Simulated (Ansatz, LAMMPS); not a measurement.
# Convergence of a linear-scaling basis for Zn2+ BF4- in dimethoxyethane and tetrahydrofuran at 540 K (85 atoms), part 2 of 2

Aim: test how closely localised support functions follow the reference on Zn2+ BF4- in dimethoxyethane and tetrahydrofuran at 540 K (85 atoms), and at what cost. A setting counts as converged where the r.m.s. difference of forces stays under 1 % of the r.m.s. force.

Ansatz 0.2.0; Kohn-Sham DFT, PBE+D3(BJ), PAW (set soft_2), plane waves.

The cell: 20 C, 8 O, 46 H, 2 B, 8 F and 1 Zn. The network of contacts between molecules at the start is that of the classical potential that made the cell. The density was typed from a rule of thumb and may lie off the real one at this temperature. Only the Γ point is sampled, in a cell whose shortest periodic width is 10 Å.

So far. Step 13 (Support functions medium, radius 5.32 Å): Forces differ from the reference by 0.39 meV/Å r.m.s., 0.036 % of their size, well within a tolerance of 1 %; the energy by -0.60 meV/atom.

### Step 16. The first run in detail

The first run, on the default basis, asked for the full analyses, so its electronic structure is set out here.

Neighbours are counted within 1.34 Å (H-C), 1.85 Å (C-C), 1.73 Å (C-O), 1.72 Å (F-B), 2.33 Å (F-Zn), 2.48 Å (O-Zn).

Length of the force by element and coordination:

```tsv
element	coordination	atoms	mean length of the force (eV/Å)	spread	least	most
B	all	2	1.78	1.46	0.325	3.24
C	all	20	1.84	0.895	0.0777	3.30
F	all	8	1.88	0.731	0.565	2.81
F	1	6	1.73	0.784	0.565	2.81
F	2	2	2.33	0.130	2.20	2.46
H	all	46	1.18	0.558	0.216	2.6
O	all	8	3.14	1.30	0.619	4.91
O	2	4	2.27	1.18	0.619	3.64
O	3	4	4.01	0.695	2.96	4.91
Zn	all	1	0.794	0	0.794	0.794
```

Intrinsic-atomic-orbital charges by element and coordination:

```tsv
element	coordination	atoms	mean charge (e)	spread	least	most
B	all	2	0.868	0.0038	0.864	0.871
C	all	20	-0.226	0.0974	-0.362	-0.0936
F	all	8	-0.439	0.0247	-0.478	-0.407
F	1	6	-0.428	0.0168	-0.458	-0.407
F	2	2	-0.474	0.0041	-0.478	-0.469
H	all	46	0.178	0.0251	0.125	0.226
O	all	8	-0.430	0.0251	-0.455	-0.372
O	2	4	-0.417	0.0289	-0.452	-0.372
O	3	4	-0.444	0.0074	-0.455	-0.436
Zn	all	1	1.56	0	1.56	1.56
```

Density of states as counts of states in windows of 1 eV (from the Fermi level), total and the larger projections:

```tsv
from (eV)	to (eV)	total	C p	H s	F p	O p	C s
-14	-13	3.9	0.4	0.8	0.0	0.6	2.1
-13	-12	10.5	0.8	2.7	0.0	1.8	4.5
-12	-11	5.0	0.7	1.3	0.0	0.8	1.6
-11	-10	2.4	0.4	0.6	0.0	0.4	0.7
-10	-9	11.5	2.6	2.2	2.2	0.9	2.3
-9	-8	12.4	4.7	2.1	0.8	2.9	1.0
-8	-7	17.5	6.8	2.5	3.0	3.5	0.3
-7	-6	26.4	8.8	3.4	6.5	4.7	0.3
-6	-5	23.8	9.2	4.6	2.4	3.0	0.2
-5	-4	28.4	9.9	5.5	8.5	2.0	0.1
-4	-3	22.4	6.2	2.6	11.1	1.5	0.1
-3	-2	29.5	6.8	4.7	8.9	6.6	0.1
-2	-1	6.2	1.2	0.7	1.0	2.9	0.0
-1	0	7.2	0.6	1.4	0.0	5.0	0.0
0	1	0.5	0.0	0.1	0.0	0.3	0.0
1	3	0.0	0.0	0.0	0.0	0.0	0.0
3	4	4.0	1.1	1.0	0.0	0.1	0.4
4	5	10.6	1.8	3.0	0.0	0.4	1.1
```

The curve was stored every 0.10 eV, coarse against its broadening of 0.08 eV, so these counts are rough.

With fixed occupations the program's Fermi level is the highest filled level; weight inside the gap is the broadening of levels at its edges.

Between -25 and -14 eV lie 40 more states.

Not all projections were asked for or kept, so they needn't add up to the total.

The levels nearest the highest filled one (over half full), pooled over k-points and spins:

```tsv
level less the highest filled one (eV)	occupation
-1.80	2
-1.71	2
-0.907	2
-0.631	2
-0.441	2
0	2
3.56	0
3.90	0
4.49	0
4.51	0
4.70	0
4.80	0
```

Valence density in the ac plane at fractional y = 0.424, with atoms of O and C and H and B and F and Zn within 0.2 Å of it. It is the smooth field of the valence electrons, not physical close to the nuclei.

Ten steps, logarithmic in the rise over the least value, from '_' (0 e/Å³) to '@' (19 e/Å³), each cell a mean:
```
==**##**--..____________________________________..::--::--
::------..____________________________________..--====--::
......________________________________________::==++==--..
______________________________________________..------::__
__________________..____________________________......____
________________......________......______________________
__________________....________......______________________
::::..______________________________________________....::
====::..____________________________________________..--==
++==--..__________________________________________..::--==
====--..____________________________....________....--====
--::::..__________________________..::--::..____..--++**++
::..______________________________..----::..____..==****++
..________________________________....::::....__..--==++--
........__________________________......::--::....::----::
::::====::..________________....::::::--==++++--::==**++--
--++####++::..______________..--========++++++----##@@@@++
--++####++--....____________..::====++====----::::**%%%%==
::==++++==::..________________..--==++==::........------::
....::::......__________________::==++==::______::====--::
..______________________________..::--::..____..==##%%**--
....::..____________________________..________..==##%%**--
--++**++::____________________________________..--++++==--
==##%%##==..____________________________________..::------
```
Columns run along a (10.2 Å), rows up along c (10.2 Å). Atoms in or near the plane, at fractional coordinates: O at (0.10, 0.27), C at (0.62, 0.26), C at (0.00, 0.58), H at (0.63, 0.16), H at (0.65, 0.49), B at (0.95, 0.98), F at (0.08, 0.00), F at (0.90, 0.11), Zn at (0.91, 0.29).

Electrostatic potential energy in the ac plane at fractional y = 0.424, with atoms of O and C and H and B and F and Zn within 0.2 Å of it. With pseudopotentials it is smooth inside the atoms' cores, unlike the true potential.

Ten even steps from '_' (-43 eV) to '@' (5 eV), each cell a mean:
```
==::..--%%@@@@@@@@@@@@@@@@@@@@@@@@@@@@@@@@@@@@@@@@##..____
##%%##@@@@@@@@@@@@@@@@@@@@@@@@@@@@@@@@@@@@@@@@@@%%**==--==
@@@@@@@@@@@@@@@@@@@@@@@@@@@@@@@@@@@@@@@@@@@@@@@@##==++%%%%
@@@@@@@@@@@@@@@@@@@@@@@@@@@@@@@@@@@@@@@@@@@@@@@@@@%%%%@@@@
@@@@@@@@@@@@@@@@@@@@@@@@@@@@@@@@@@@@@@@@@@@@@@@@@@@@@@@@@@
@@@@@@@@@@@@@@@@@@@@@@@@@@@@@@@@@@@@@@@@@@@@@@@@@@@@@@@@@@
@@@@@@@@@@@@@@@@@@@@@@@@@@@@@@@@%%@@@@@@@@@@@@@@@@@@@@@@@@
%%%%@@@@@@@@@@@@@@@@@@@@@@@@@@@@@@@@@@@@@@@@@@@@@@@@@@@@%%
--++%%@@@@@@@@@@@@@@@@@@@@@@@@@@@@@@@@@@@@@@@@@@@@@@%%##==
__..##@@@@@@@@@@@@@@@@@@@@@@@@@@@@@@@@@@@@@@@@@@@@@@%%++__
__--##@@@@@@@@@@@@@@@@@@@@@@@@@@@@@@%%%%@@@@@@@@@@@@%%++..
**##%%@@@@@@@@@@@@@@@@@@@@@@@@@@@@%%++==%%@@@@@@@@##--::--
%%@@@@@@@@@@@@@@@@@@@@@@@@@@@@@@@@%%++==%%@@@@@@@@**..__--
@@@@@@@@@@@@@@@@@@@@@@@@@@@@@@@@@@@@%%%%%%%%@@@@@@%%++==##
@@@@@@@@@@@@@@@@@@@@@@@@@@@@@@@@@@@@@@%%%%%%%%@@%%######%%
%%%%####%%@@@@@@@@@@@@@@@@@@@@%%%%%%####++--==%%##==::--++
##==..__==%%@@@@@@@@@@@@@@@@%%##**::__--==::--##++..____::
##--____::%%%%@@@@@@@@@@@@@@@@%%==______++**##%%++::__..--
%%##==--**%%%%@@@@@@@@@@@@@@@@@@##::..--##%%@@@@%%++====##
@@@@@@@@@@@@@@@@@@@@@@@@@@@@@@@@%%**..++%%@@@@@@%%**++##@@
@@@@@@@@@@@@@@@@@@@@@@@@@@@@@@@@@@##--**@@@@@@@@**..__--%%
@@@@@@@@@@@@@@@@@@@@@@@@@@@@@@@@@@@@%%@@@@@@@@@@**____::%%
%%++==**@@@@@@@@@@@@@@@@@@@@@@@@@@@@@@@@@@@@@@@@%%++--==##
==____..##@@@@@@@@@@@@@@@@@@@@@@@@@@@@@@@@@@@@@@@@##--__..
```
Columns run along a (10.2 Å; values clipped at the 3rd and 97th percentile), rows up along c (10.2 Å). Atoms in or near the plane, at fractional coordinates: O at (0.10, 0.27), C at (0.62, 0.26), C at (0.00, 0.58), H at (0.63, 0.16), H at (0.65, 0.49), B at (0.95, 0.98), F at (0.08, 0.00), F at (0.90, 0.11), Zn at (0.91, 0.29).

Mean intrinsic-atomic-orbital charges: B +0.87, C -0.23, F -0.44, H +0.18, O -0.43, Zn +1.56 e.

### Step 17. Local order

These statistics describe the geometry on which the runs were made.

Density 1.02 g/cm³, 12.49 Å³ an atom.

Pair distribution functions g(r), in bins of 0.2 Å:

```tsv
r (Å)	total	H-H	H-C	H-F	H-O	H-B	H-Zn
1.00	2.27	0.00	8.90	0.00	0.00	0.00	0.00
1.20	2.19	0.00	8.60	0.00	0.00	0.00	0.00
1.40	1.47	0.00	0.00	0.00	0.00	0.00	0.00
1.60	0.61	0.88	0.00	0.00	0.00	0.00	0.00
1.80	1.00	2.82	0.00	0.00	0.33	0.00	0.00
2.00	1.02	0.42	1.08	0.00	5.31	0.00	0.00
2.20	1.50	0.66	2.50	0.48	4.44	0.00	0.00
2.40	1.15	1.40	0.55	0.63	0.38	0.00	0.00
2.60	0.90	1.18	1.01	0.51	0.84	0.00	0.00
2.80	0.79	0.97	0.48	1.17	0.88	0.00	0.00
3.00	0.53	0.62	0.51	0.89	0.40	0.50	0.97
3.20	0.86	0.66	0.98	0.78	0.77	1.40	4.56
3.40	0.88	1.04	0.60	1.28	1.00	1.59	1.61
3.60	0.70	0.78	0.60	1.08	0.09	2.05	3.54
3.80	1.06	1.00	0.89	1.28	0.87	0.97	2.53
4.00	0.95	0.84	0.98	0.79	1.00	1.45	1.19
4.20	1.10	1.15	1.15	0.97	1.23	1.60	0.53
4.40	1.01	0.97	1.04	1.36	0.89	0.71	0.00
4.60	0.99	0.98	0.81	1.46	0.97	1.28	0.00
4.80	0.97	1.02	0.72	1.40	1.25	1.19	0.00
5.00	0.96	0.99	0.99	0.87	1.01	1.10	0.73
```

Bonds by pair of elements; cutoffs follow the first minimum of g(r), held within bounds set by covalent radii, and pairs that aren't listed don't count as bonded:

```tsv
pair A-B	cutoff (Å)	bonds	mean length (Å)	spread (Å)	shortest (Å)	B about A	A about B
H-C	1.34	46	1.10	0.035	1.04	1	2.3
C-C	1.85	9	1.50	0.021	1.47	0.9	0.9
C-O	1.73	16	1.45	0.052	1.34	0.8	2
F-B	1.72	8	1.42	0.035	1.36	1	4
F-Zn	2.33	2	1.89	0.034	1.86	0.25	2
O-Zn	2.48	4	1.92	0.094	1.84	0.5	4
```

How many atoms have how many bonded neighbours:

```tsv
element	mean	1	2	3	4	6
B	4	0	0	0	2	0
C	4	0	0	0	20	0
F	1.25	6	2	0	0	0
H	1	46	0	0	0	0
O	2.5	0	4	4	0	0
Zn	6	0	0	0	0	1
```

Rings of the network by King's shortest-path rule, up to 12 atoms, one path for each pair of neighbours; H, halogens, alkali and alkaline-earth atoms are left out, and the last column divides by all other atoms, bonded or not:

```tsv
ring size (atoms)	rings	per network atom
5	4	0.129
```

With the cutoffs above, all B atoms have 4, all C atoms have 4, 75 % of F atoms have 1 and all H atoms have 1 bonded neighbour. All rings counted have 5 atoms.

A closer look about O2, which bears the longest force: 9 atoms, nearest first, numbered in the order of the input, with positions taken from that point.

```tsv
atom	x	y	z	distance (Å)	bonds	intrinsic-atomic-orbital charge (e)	Fx	Fy	Fz (eV/Å)
O2	0.00	0.00	0.00	0.00	3	-0.44	4.90	0.28	-0.17
C1	0.90	-1.11	-0.33	1.46	4	-0.31	0.81	0.56	-2.38
C3	0.85	1.21	-0.09	1.48	4	-0.13	-0.08	0.00	0.02
Zn85	-1.85	0.18	0.19	1.87	6	1.56	0.36	0.01	-0.71
H8	0.33	-2.02	-0.41	2.09	1	0.23	-0.37	-0.42	0.42
H7	1.28	-0.90	-1.40	2.10	1	0.18	-0.37	-0.32	1.59
H11	1.77	1.03	0.55	2.12	1	0.17	-0.83	0.32	-0.57
H10	1.15	1.45	-1.11	2.17	1	0.19	0.04	-0.81	-0.39
H9	1.79	-1.19	0.33	2.17	1	0.16	-0.66	0.15	0.19
```

The column of bonds counts only the pairs H-C within 1.34 Å, C-C within 1.85 Å, C-O within 1.73 Å, F-B within 1.72 Å, F-Zn within 2.33 Å, O-Zn within 2.48 Å; other neighbours, such as metal atoms beside each other in a compound, aren't counted, and periodic images can show an atom twice.

### Step 18. Results

```yaml
free_energy_per_atom: -239.9084 eV/atom
pressure: 2.084 GPa
r_m_s_force_component: 1.082 eV/Å
spacing_of_highest_filled_and_lowest_empty_level: 3.558 eV
wall_time_of_the_11_dft_runs: 9 min
```

In words: Against plane waves at 750 eV, the forces differ by 0.45 meV/Å (0.042 %) with support functions medium, and by 0.38 meV/Å in the closest run (support functions medium, radius 4.25 Å). At 85 atoms the fastest of the runs at a preset level, support functions low, takes 7.9 times the time of plane waves, in 17 SCF cycles against 10. Differences between support functions and plane waves include what basis error the plane-wave run still has. As the radius goes from 3.44 to 5.32 Å, the force difference goes from 0.47 to 0.39 meV/Å (not steadily; the least is 0.38 at 4.25 Å), and the time from 33 s to 99 s.

Between filled and empty levels lie 3.56 eV (at Γ alone); a semilocal functional tends to put such gaps too low. In a disordered cell it changes from sample to sample and from frame to frame. With the cutoffs above, all B atoms have 4, all C atoms have 4, 75 % of F atoms have 1 and all H atoms have 1 bonded neighbour.

What to keep in mind: The force components of 1.1 eV/Å r.m.s. hold both thermal displacement and the mismatch between the potential that made the cell and DFT, above all in bond lengths inside molecules. The pressure of 2.1 GPa is that of one thermal frame, in which the classical model's bond lengths enter as well as the volume, without the kinetic term and with the strain of bonds inside molecules.

[Logs are printed without paths, hosts, clocks, repeated set-up lines and the standing remarks that a program may print on its own settings, such as how far it seeks lower states.]

[Hosts, paths, dates, database ids (printed as entryN), source tags and the programs' standing remarks are cut or masked in the printed files.]
